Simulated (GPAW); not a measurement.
A computed N K-edge spectrum of one site in a crystal of N and Ta, with its zero at a photon energy of about 398.8 eV (raw 406.7 eV, less 7.8 eV of added terms; uncertain by a few eV). Method: GPAW, PBE, excited-electron core hole (neutral cell) in a small cell, dipole transitions, broadening that rises with energy, without spin-orbit coupling.

Energy from the lowest empty level; intensity scaled to a mean of 1 over the first 20 eV:

```csv
E (eV),intensity
-2.00,0.00
-1.25,0.00
-0.50,0.11
0.25,0.99
1.00,2.13
1.75,2.22
2.50,1.22
3.25,1.15
4.00,1.30
4.75,1.32
5.50,1.72
6.25,2.20
7.00,1.88
7.75,1.58
8.50,1.23
9.25,1.04
10.00,1.21
10.75,0.98
11.50,0.60
12.25,0.44
13.00,0.44
13.75,0.46
14.50,0.51
15.25,0.55
16.00,0.47
16.75,0.29
17.50,0.16
18.25,0.15
19.00,0.22
19.75,0.33
20.50,0.41
21.25,0.44
22.00,0.48
22.75,0.57
23.50,0.69
24.25,0.81
25.00,0.92
25.75,1.05
26.50,1.24
27.25,1.44
28.00,1.54
28.75,1.46
29.50,1.22
30.25,0.91
31.00,0.62
31.75,0.43
```

Q: Which coordination does this site have?

A K edge sees empty p states; the first features are N p mixed into the empty d states of the Ta neighbours, and the broad ones above probably into the cations' higher empty bands. It is atom 2 of TaN (Fm-3m), with 6 Ta at 2.18 Å (octahedral, site symmetry m-3m). Its main maxima below 24 eV lie at 1.4 eV (2.43), 6.4 eV (2.22), 10.0 eV (1.21) and 15.2 eV (0.55). A near-edge spectrum doesn't fix the structure by itself; it is matched against candidates. The holes are only 6.2 Å apart, so the shape is probably not converged with cell size; no larger cell was run here. The structure is a published determination, not relaxed.

[Banner, clock and machine lines of the logs are left out without a mark of their own.]

[Logs are printed without paths, hosts, clocks, repeated set-up lines and the standing remarks that a program may print on its own settings, such as how far it seeks lower states.]

[Hosts, paths, dates, database ids (printed as entryN), source tags and the programs' standing remarks are cut or masked in the printed files.]

[Lists of maxima count a maximum above −3 eV only where it reaches 4 % of the highest in the window and stands out from its surroundings by 2 % of it (1.5 % where it reaches 55 %); shoulders and weaker maxima are passed over, and of the rest the first, up to two pre-edge ones and the few strongest are named.]
